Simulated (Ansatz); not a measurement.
# Quasiparticle gap of MoS2 (P6_3/mmc), part 2 of 2

Aim: the quasiparticle gap of MoS2 (P6_3/mmc), starting from PBE.

Ansatz 0.2.0; PBE, then G0W0 on it, plane waves, PAW. Known limits of the many-body steps: finite bands, screening cutoff and k mesh; no spin-orbit coupling in G0W0.

So far. Step 2 (Bands along the symmetry lines): Over mesh and path the gap is 0.884 eV, from k = Γ to k = (0.167, 0.167, 0.000). The least direct gap found is 1.654 eV, at k = (0.333, 0.333, 0.000).

The database entry behind the starting cell differs from later determinations by our own check (about 0.3 % long), so it need not match the best structure at ambient conditions.

In doubt: masses and optical values from hybrid runs of this build are listed as unsure (in some of the runs), which bears on the screening that GW takes from such a start.

## (3) One-shot GW

G0W0 replaces the xc potential by a self-energy built once from the orbitals of the start. Levels are corrected in the window of bands that the input names, at points of the mesh.

This step: G0W0 on PBE, plane waves, PAW.

Contents of input.yaml:

```yaml
crystal:
  lattice:
    - [3.169, 0.0, 0.0]
    - [-1.5845, 2.7444345046, 0.0]
    - [0.0, 0.0, 12.324]
  atoms:
    - { symbol: Mo, position: [0.3333333333, 0.6666666667, 0.25] }
    - { symbol: Mo, position: [0.6666666667, 0.3333333333, 0.75] }
    - { symbol: S, position: [0.3333333333, 0.6666666667, 0.623] }
    - { symbol: S, position: [0.6666666667, 0.3333333333, 0.123] }
    - { symbol: S, position: [0.3333333333, 0.6666666667, 0.877] }
    - { symbol: S, position: [0.6666666667, 0.3333333333, 0.377] }
kpoints:
  mp_grid: { grid: [6, 6, 2] }
hamiltonian:
  xc: pbe
scf:
  occupations: { method: fixed }
gw:
  n_empty_bands: 688
  ecut_chi: 200.0
  qp_bands: [v2, c2]
  qp_kpoints: band_edges
  screening: { model: contour_deformation }
```

Command:

```bash
$ ansatz run input.yaml --threads 3 --pin off --max-ram 64512MiB --backend cuda --events-out ev --progress --plain --runs-dir out --devices 1 --max-vram 24GiB  # rebuilt from the run's record
```

Numbers of over 12 decimals in the logs are rounded to 6 here.

Log:

```text
GPUs: using 1 of 1 available (devices: 1).
[...]
GPU FFT provider: cuFFT
GPU libraries: cuBLAS 13.8.1, cuFFT 12.4.0, cuSOLVER 12.3.2
Crystal: 6 atoms, lattice volume = 107.183 Å³
Basis set: ecut = 420 eV, 2081 PW (Γ)
Bands: 32, of which v1, the nominal top of the filled ones, is band 26 counted from 1 (25 counted from 0)
Symmetry: 24 space group operations
[...]
k-points: 14 of 72
[...]
GPU buffer pool allocated for 51840 grid points (all kernels)
[...]
SCF iter   1: F=—  HF=-13525.526697 eV  |F-HF|=—  |Δ(HF+E_count)|=         —  Δρ=5.46e-3  dr2=7.41e-3  ethr=1.77e-3  ⟨swp⟩=5.0  Hψ=1664  notcnv=0  defer=42
[...]
SCF iter   7: F=-13525.540647 eV  HF=-13525.540647 eV  |F-HF|=7.09e-10  |Δ(HF+E_count)|=   5.96e-8  Δρ=2.23e-6  dr2=6.40e-9  ethr=1.92e-10  ⟨swp⟩=4.9  Hψ=1310  notcnv=0
SCF 1 converged in 7 iterations: F = -13525.540647 eV  dr2 = 6.40e-9
[...]
NSCF: frozen V_eff on 14 k-points, pencils in batches of 32, up to order 128
the band table was solved once the SCF had ended and its energy, with any forces and stress, was formed, with the checks that follow a solve (1760 applications of the Hamiltonian). They found nothing against the state; the energy, forces and stress were not computed again (output.eigenvalues in the input reference)
[...]
NSCF: frozen V_eff on 14 k-points
G₀W₀ screening: q 1/14
[... further progress lines ...]
SCF converged after 7 iterations
Free energy (F): -13525.540647 eV
[...]
Internal energy: -13525.540647 eV  (E = F + TS)
E sigma→0 (E₀):  -13525.540647 eV
Fermi energy:    10.896774 eV
[...]
--- Band table (eV; the first three rows and the last of 14) ---
  k-point 0: bands = [... 22 lower, 8.7669, 9.7117, 9.7496, 10.8968, 12.9944, 12.9944, 13.0224, 13.0224, ... 2 higher]
  k-point 1: bands = [... 22 lower, 8.7436, 8.7436, 10.6302, 10.6302, 12.9998, 12.9998, 12.9998, 12.9998, ... 2 higher]
  k-point 2: bands = [... 22 lower, 8.8399, 9.7099, 9.7325, 10.1259, 12.3854, 12.7493, 12.7590, 12.9531, ... 2 higher]
  k-point 13: bands = [... 22 lower, 8.0256, 8.0256, 10.2018, 10.2018, 11.9456, 11.9456, 13.1987, 13.1987, ... 2 higher]
--- G₀W₀: contour deformation, 8 samples at zero and on the imaginary axis and 1 off it, 72 q-points, 688 empty bands' worth ---
  eigenvalues of the whole cell's RPA ε∞ on this k-mesh (on a slab, of 1 + 4πα/V) = 6.2275, 14.9554, 14.9554; static W/v taken at q = 0 is 0.069903
  bands read: the sum over 714 bands ends inside a degenerate multiplet in 3 slots, whose members it reads at an even weight; the widest, k=1: bands 713 to 716 (counted from 1) at 2/4 each
  gw.qp_kpoints: band_edges: 12 of 14 stored k-points solved, in 1 pass; an edge of the gap read off the rows below is read off those points alone
    valence top: of the k-points left out ik 7 came nearest to being solved in a further pass, in band 25 (counted from 1, as in the quasiparticle table): it holds the edge there only if its correction is more favourable than any solved in that band by at least 1.266 eV; those differ by 0.418 eV
    conduction bottom: of the k-points left out ik 5 came nearest to being solved in a further pass, in band 27 (counted from 1, as in the quasiparticle table): it holds the edge there only if its correction is more favourable than any solved in that band by at least 0.658 eV; those differ by 0.245 eV
    ik  band        ε_KS         Σx   Σc(E_QP)       V_xc       Z   E_QP_lin       E_QP  E_QP is
     0    25      9.7496   -18.6978     0.9138   -17.5874  0.7273     9.5523     9.5530  root
     0    26     10.8968   -19.7402     0.3695   -19.1818  0.7346    10.7075    10.7079  root
     0    27     12.9944   -13.7864    -4.4803   -18.5169  0.7382    13.2457    13.2446  root
     0    28     12.9944   -13.7864    -4.4803   -18.5169  0.7382    13.2457    13.2446  root
     1    25     10.6302   -19.4298     0.6379   -18.5535  0.7365    10.3912    10.3918  root
     1    26     10.6302   -19.4298     0.6379   -18.5535  0.7365    10.3912    10.3918  root
     1    27     12.9998   -13.7331    -4.4758   -18.4521  0.7380    13.2442    13.2431  root
     1    28     12.9998   -13.7331    -4.4758   -18.4521  0.7380    13.2442    13.2431  root
     2    25      9.7325   -18.5719     1.8103   -16.2166  0.7446     9.1823     9.1875  root
     2    26     10.1259   -19.4072     0.7698   -18.4311  0.7333     9.9189     9.9196  root
     2    27     12.3854   -13.5782    -4.2434   -17.9885  0.7373    12.5528    12.5523  root
     2    28     12.7493   -14.1025    -4.2797   -18.5698  0.7284    12.9377    12.9370  root
     3    25     10.0751   -19.3895     0.9037   -18.2493  0.7338     9.8377     9.8386  root
     3    26     10.0751   -19.3895     0.9037   -18.2493  0.7338     9.8377     9.8386  root
     3    27     12.5885   -13.8642    -4.3893   -18.4617  0.7361    12.7975    12.7966  root
     3    28     12.5885   -13.8642    -4.3893   -18.4617  0.7361    12.7975    12.7966  root
     4    25      9.0998   -18.5546     1.2399   -17.0856  0.7255     8.8694     8.8707  root
     4    26      9.3558   -19.0398     1.1589   -17.6677  0.7281     9.1417     9.1426  root
     4    27     12.2870   -14.2464    -4.4547   -18.9550  0.7320    12.5421    12.5409  root
     4    28     12.3861   -15.3312    -4.4923   -20.1338  0.7268    12.6984    12.6965  root
     6    25      9.4972   -17.6852     1.2371   -16.0756  0.7435     9.1220     9.1247  root
     6    26      9.6219   -18.3905     1.1117   -16.9859  0.7386     9.3275     9.3290  root
     6    27     12.4958   -16.6414    -4.8633   -21.9163  0.7173    12.9112    12.9074  root
     6    28     12.5414   -16.6096    -4.8916   -21.9082  0.7165    12.9522    12.9483  root
     8    25      9.4126   -19.7662     1.1427   -18.4389  0.7254     9.2273     9.2280  root
     8    26      9.4403   -19.8180     1.1132   -18.5440  0.7240     9.2791     9.2796  root
     8    27     11.7824   -13.3696    -4.0060   -17.5589  0.7457    11.9662    11.9657  root
     8    28     12.5220   -14.5324    -4.5033   -19.2980  0.7287    12.7858    12.7843  root
     9    25      9.4315   -19.7970     1.1251   -18.4981  0.7248     9.2572     9.2577  root
     9    26      9.4315   -19.7970     1.1251   -18.4981  0.7248     9.2572     9.2577  root
     9    27     12.1158   -13.8357    -4.2224   -18.2821  0.7415    12.3407    12.3399  root
     9    28     12.1158   -13.8357    -4.2224   -18.2821  0.7415    12.3407    12.3399  root
    10    25      9.6633   -19.0135     0.8975   -17.9019  0.7341     9.4484     9.4492  root
    10    26      9.7917   -19.4173     0.8216   -18.4096  0.7336     9.6050     9.6056  root
    10    27     12.2386   -14.9600    -4.3053   -19.5339  0.7308    12.5086    12.5072  root
    10    28     12.6467   -16.2065    -4.6148   -21.1381  0.7155    12.9661    12.9635  root
    11    25      9.7351   -19.2475     0.8588   -18.1901  0.7338     9.5359     9.5366  root
    11    26      9.7351   -19.2475     0.8588   -18.1901  0.7338     9.5359     9.5366  root
    11    27     12.4414   -15.3680    -4.4161   -20.0649  0.7258    12.7239    12.7222  root
    11    28     12.4414   -15.3680    -4.4161   -20.0649  0.7258    12.7239    12.7222  root
    12    25     10.1301   -19.1153     0.3712   -18.6104  0.7360     9.9962     9.9964  root
    12    26     10.2918   -19.5175     0.2962   -19.1026  0.7358    10.1729    10.1732  root
    12    27     11.9443   -16.1257    -4.1111   -20.5483  0.7290    12.2573    12.2557  root
    12    28     11.9443   -16.1257    -4.1111   -20.5483  0.7290    12.2573    12.2557  root
    13    25     10.2018   -19.2682     0.3311   -18.8105  0.7360    10.0749    10.0752  root
    13    26     10.2018   -19.2682     0.3311   -18.8105  0.7360    10.0749    10.0752  root
    13    27     11.9456   -16.1207    -4.1107   -20.5422  0.7290    12.2579    12.2564  root
    13    28     11.9456   -16.1207    -4.1107   -20.5422  0.7290    12.2579    12.2564  root
```

It took 30 s on 1 × NVIDIA H100 80GB HBM3 (shared by 3 runs) with 3 threads of AMD EPYC 7R13 (Zen 3), shared host; peak memory 2.7 GiB; 52 s of CPU time.

This step gave:

```
bands summed                                    : 714
RPA ε∞ on this mesh (eigenvalues)               : 6.227, 14.96, 14.96
plane waves in the screening matrix             : 701
q-points in the mesh                            : 72
G0W0 gap over the corrected points              : 1.258 eV
k of the valence top                            : 0, 0, 0
k of the conduction bottom                      : 0.1667, 0.1667, 0
starting gap on the mesh                        : 0.8857 eV
Z at the valence top                            : 0.7346
Z at the conduction bottom                      : 0.7457
least direct G0W0 gap over the corrected points : 2.083 eV
```

Over 12 of 14 irreducible mesh points the G0W0 gap is 1.258 eV, from k = Γ to k = (0.167, 0.167, 0.000). The PBE gap of this run on the mesh is 0.886 eV. The two states that bound the G0W0 gap lie that far apart at the start, so the correction of the gap is 1.258 − 0.886 = +0.372 eV. The start of this run differs from the step before in mesh (12×12×2 and 6×6×2).

Labels follow the order of the start: v1 is the top filled band, c1 the lowest empty one; levels that stay degenerate share a row, the window can cut a multiplet, doubted levels are not marked in this list, bands outside the window were not corrected, and the list may be a part of the corrected levels. The levels before and after the correction (eV, zero at the valence-band top of each column):

```csv
,conduction bottom,valence top
Kohn-Sham,0.89,0.00
G0W0,1.26,0.00
```

```csv
,level,occupation,energy (eV)
Kohn-Sham,Γ v2,2,-1.147
Kohn-Sham,Γ v1,2,0.000
Kohn-Sham,Γ c1-c2,0,2.098
Kohn-Sham,(0.167 0.167 0) v2,2,-1.484
Kohn-Sham,(0.167 0.167 0) v1,2,-1.456
Kohn-Sham,(0.167 0.167 0) c1,0,0.886
Kohn-Sham,(0.167 0.167 0) c2,0,1.625
G0W0,Γ v2,2,-1.155
G0W0,Γ v1,2,0.000
G0W0,Γ c1-c2,0,2.537
G0W0,(0.167 0.167 0) v2,2,-1.480
G0W0,(0.167 0.167 0) v1,2,-1.428
G0W0,(0.167 0.167 0) c1,0,1.258
G0W0,(0.167 0.167 0) c2,0,2.076
```

The parts of the quasiparticle energy for the two states that bound the G0W0 gap, in eV on the run's own scale (QP = start + Σx + Σc − Vxc, with Σc at the quasiparticle energy):

```csv
edge,k,band,start,Σx,Σc,Vxc,Z,QP
valence top,Γ,26,10.897,−19.740,0.369,−19.182,0.735,10.708
conduction bottom,"(0.167, 0.167, 0.000)",27,11.782,−13.370,−4.006,−17.559,0.746,11.966
```

## (4) Spin-orbit coupling in PBE

This run has two-component orbitals with spin-orbit coupling.

This step: DFT, PBE with spin-orbit coupling, plane waves, PAW.

input.yaml, the sections that differ from step 3:

```yaml
kpoints:
  mp_grid: { grid: [12, 12, 2] }
  band_path:
    path:
      - [0.0, 0.0, 0.0]
      - [0.5, 0.0, 0.0]
      - [0.3333333333, 0.3333333333, 0.0]
      - [0.0, 0.0, 0.5]
      - [0.5, 0.0, 0.5]
      - [0.3333333333, 0.3333333333, 0.5]
      - [0.1666666667, 0.1666666667, 0.0]
    npoints: 1
scf:
  occupations: { method: fermi_dirac, width: 0.02 }
  n_extra_bands: 12
magnetization:
  noncollinear: true
  spin_orbit: true
output:
  forces: true
  stress: true
  eigenvalues: true
# crystal, hamiltonian: as in step 3
# gw: removed
```

Log:

```text
[...]
GPUs: using 1 of 1 available (devices: 1).
[...]
non-collinear run that drives no moment, with spin-orbit: no starting moment large enough to seed its density (crystal.atoms[].spin), no starting occupations that ask for one, no magnetisation constraint and no magnetic field, so the semilocal B_xc is pinned to zero
[...]
GPU FFT provider: cuFFT
GPU libraries: cuBLAS 13.8.1, cuFFT 12.4.0, cuSOLVER 12.3.2
Crystal: 6 atoms, lattice volume = 107.183 Å³
Basis set: ecut = 420 eV, 2081 PW (Γ), exchange–correlation on 48×48×180 points (8 copies of the dense FFT grid, shifted against one another)
Bands: 64, of which v1, the nominal top of the filled ones, is band 52 counted from 1 (51 counted from 0)
Symmetry: 24 space group operations + 24 with time reversal
[...]
k-points: 38 of 288
Projection manifold: j_resolved (fully-relativistic pseudo-atomic orbitals)
[...]
GPU buffer pool allocated for 51840 grid points (all kernels)
[...]
SCF iter   1: F=—  HF=-13529.413647 eV  |F-HF|=—  |Δ(HF+E_count)|=         —  Δρ=6.10e-2  dr2=5.00e0  dr2_m=0.00e0 (ungated)  ethr=3.10e-3  |M|=0.00e0 ∫|m|=0.00e0 μB  |m|>n=0.0e0 m-floor=0.0e0 τ_xc=0.0e0  β_m=0.30  ⟨swp⟩=6.1  Hψ=5837  notcnv=0
[...]
spin=Noncollinear: Resta preconditioning applied to the charge; magnetization (m_x, m_y, m_z) channels mix plain (no charge-response kernel on spin).
[...]
Absolute magnetization: 0.0000 μB (∫|m|)
  site 0: m = (+0.0000, +0.0000, +0.0000) μB, |m| = 0.0000 μB  (R = 0.99 Å)
  site 1: m = (+0.0000, +0.0000, +0.0000) μB, |m| = 0.0000 μB  (R = 0.99 Å)
  site 2: m = (+0.0000, +0.0000, +0.0000) μB, |m| = 0.0000 μB  (R = 0.99 Å)
  site 3: m = (+0.0000, +0.0000, +0.0000) μB, |m| = 0.0000 μB  (R = 0.99 Å)
  site 4: m = (+0.0000, +0.0000, +0.0000) μB, |m| = 0.0000 μB  (R = 0.99 Å)
  site 5: m = (+0.0000, +0.0000, +0.0000) μB, |m| = 0.0000 μB  (R = 0.99 Å)
Free energy (F): -13527.898085 eV
[...]
Internal energy: -13527.898085 eV  (E = F + TS)
E sigma→0 (E₀):  -13527.898085 eV
Fermi energy:    11.323874 eV
[...]
--- Forces (eV/Å), atoms counted from 1 ---
  atom   1  Mo     0.00000000    -0.00000000     0.00000000
  atom   2  Mo    -0.00000000     0.00000000     0.00000000
  atom   3  S     -0.00000000     0.00000000     0.06429883
  atom   4  S     -0.00000000    -0.00000000     0.06429883
  atom   5  S     -0.00000000     0.00000000    -0.06429883
  atom   6  S      0.00000000    -0.00000000    -0.06429883
  max |Σ_I F_I| component: 3.41e-17 eV/Å
--- Stress (GPa, compression-positive) ---
        1.855565      -0.000000       0.000000
       -0.000000       1.855565      -0.000000
        0.000000      -0.000000       2.277276
  P = ⅓ Tr σ = 1.9961 GPa (19.961 kbar)
--- Band table (eV; the first three rows and the last of 38) ---
  k-point 0: bands = [... 48 lower, 9.7573, 9.7573, 10.9024, 10.9024, 12.9530, 12.9530, 12.9817, 12.9817, ... 8 higher]
  k-point 1: bands = [... 48 lower, 10.6351, 10.6351, 10.6351, 10.6351, 12.9602, 12.9602, 12.9602, 12.9602, ... 8 higher]
  k-point 2: bands = [... 48 lower, 9.8565, 9.8565, 10.6974, 10.6974, 12.8687, 12.8687, 12.9100, 12.9100, ... 8 higher]
  k-point 37: bands = [... 48 lower, 10.1295, 10.1295, 10.2759, 10.2759, 11.9438, 11.9438, 11.9467, 11.9467, ... 8 higher]
[key lines of the parts left out:]
SCF converged after 9 iterations
Magnetization: |M| = 0.0000 μB,  M = (+0.0000, +0.0000, +0.0000) μB
```

Elapsed: 4.1 s, on 1 × NVIDIA H100 80GB HBM3 (shared by 3 runs) with 3 threads; peak memory 1.1 GiB.

Numbers from this step:

```
pressure             : 1.996 GPa
gap                  : 0.8790 eV
valence top at       : Γ
conduction bottom at : k = (0.167, 0.167, 0.000)
least direct gap     : 1.621 eV
```

Over mesh and listed points the gap is 0.879 eV, from k = Γ to k = (0.167, 0.167, 0.000). The least direct gap found is 1.621 eV, at k = (0.333, 0.333, 0.000). PBE+SOC against PBE: 0.879 − 0.884 = −0.005 eV, with the same mesh, set of files (read in its fully relativistic form for the spin-orbit run) and cutoff, and both edges at the same k points. The spin-orbit run sees mesh and listed points alone, so its gap is an upper bound: the coupling can move an edge off these points, and the change over the zone, its sign included where it is small, is not known.

## (5) The runs together

Each gap is the least one over the points named; times are wall times on shared hosts, not benchmarks. A G0W0 time includes the run's own self-consistent start. Runs with listed points see these and the mesh alone, so an edge that moves elsewhere is missed. Rows marked * are further runs, not shown as steps, whose inputs differ from the G0W0 step on the same start in the columns given; solver thresholds can differ too.

```csv
level,mesh,"files, cutoff","bands summed, screening",points,gap (eV),valence top,conduction bottom,least direct gap (eV),time
PBE,12×12×2,"soft_2 PAW, 420 eV",-,mesh and path,0.884,Γ,"(0.167, 0.167, 0.000)",1.654,6.3 s
PBE+SOC,12×12×2,"soft_2 PAW, 420 eV",-,mesh and listed points,0.879,Γ,"(0.167, 0.167, 0.000)",1.621,4.1 s
G0W0@PBE*,6×6×2,"soft_2 PAW, 420 eV","269, 100 eV",12 of 14 irreducible mesh points,1.207,Γ,"(0.167, 0.167, 0.000)",2.079,12 s
G0W0@PBE,6×6×2,"soft_2 PAW, 420 eV","714, 200 eV",12 of 14 irreducible mesh points,1.258,Γ,"(0.167, 0.167, 0.000)",2.083,30 s
G0W0@PBE*,6×6×2,"soft_2 PAW, 420 eV","714, 200 eV, plasmon pole",12 of 14 irreducible mesh points,1.262,Γ,"(0.167, 0.167, 0.000)",2.156,47 s
```

## (6) Summary of results

```json
{"PBE gap over mesh and path": "0.884 eV, from k = Γ to k = (0.167, 0.167, 0.000)", "G0W0@PBE gap over 12 of 14 irreducible mesh points": "1.258 eV, from k = Γ to k = (0.167, 0.167, 0.000)", "PBE+SOC gap over mesh and listed points": "0.879 eV", "GW settings": "6×6×2 mesh, 688 empty bands, screening to 200 eV", "known limits": "finite bands, screening cutoff and k mesh; no spin-orbit coupling in G0W0"}
```

**Reading.** Over 12 of 14 irreducible mesh points the G0W0 gap is 1.258 eV, from k = Γ to k = (0.167, 0.167, 0.000). The PBE gap of this run on the mesh is 0.886 eV. The two states that bound the G0W0 gap lie that far apart at the start, so the correction of the gap is 1.258 − 0.886 = +0.372 eV. The valence state moves by 10.708 − 10.897 = −0.189 eV and the conduction state by 11.966 − 11.782 = +0.184 eV, on the run's own scale; with 269 bands the edge states move by +0.103 and +0.424 eV, so the split between the edges depends on the bands and cutoff. Both edges that PBE shows over mesh and path lie at k points where levels were corrected. Levels at other points were not corrected, so a lower G0W0 gap elsewhere in the zone is not ruled out. From 269 bands and 100 eV to 714 bands and 200 eV the gap moves by 1.258 − 1.207 = +0.051 eV; bands and screening cutoff rise together, so their parts are not told apart. Two runs can't test a law of convergence, so the limit is not known. With the plasmon pole model in place of the contour deformation model and all else as in the G0W0@PBE row with 714 bands, the gap differs by 1.262 − 1.258 = +0.004 eV. G0W0 on other starts in this series, not shown as steps and not all at these settings: 1.474 eV on HSE06 (6×6×2, soft_2 PAW, 714 bands, 200 eV) and 1.605 eV on PBE0 (6×6×2, soft_2 PAW, 714 bands, 200 eV). PBE+SOC against PBE: 0.879 − 0.884 = −0.005 eV, with the same mesh, set of files (read in its fully relativistic form for the spin-orbit run) and cutoff, and both edges at the same k points. The spin-orbit run sees mesh and listed points alone, so its gap is an upper bound: the coupling can move an edge off these points, and the change over the zone, its sign included where it is small, is not known. What spin-orbit coupling does to the G0W0 levels was not computed, so no sum with the G0W0 gap is formed. The G0W0 runs are scalar-relativistic. No pair of G0W0 runs that differ in the mesh alone is shown (6×6×2 is a supercell whose nearest images lie 19 Å apart), so the error from the mesh is not known here. G0W0 is shown with one set of atomic data (soft_2 PAW), so the error from the files is not known here.

[Paths, hosts, dates, memory and timing lines, banners, echoed tables and standing remarks are left out of the program output.]

[Logs are printed without paths, hosts, clocks, repeated set-up lines and the standing remarks that a program may print on its own settings, such as how far it seeks lower states.]

[Runs of the session that timed out or met a known fault of the program may be left out.]

[Cells called generated may have been cut or substituted from an entry of the Crystallography Open Database or the Materials Project.]

[Hosts, paths, dates, database ids (printed as entryN), source tags and the programs' standing remarks are cut or masked in the printed files.]

[Where an RPA ε∞ is given, it is that of the G0W0 mesh and is not shown converged in it. Names of k-points follow the symmetry that the program found, which can be lower than the space group named. Band edges on a path are those of the sampled points; other points can move an edge, and change direct to indirect where valleys lie close.]

[Hybrid gaps are those of their k-mesh and are not shown converged in it.]
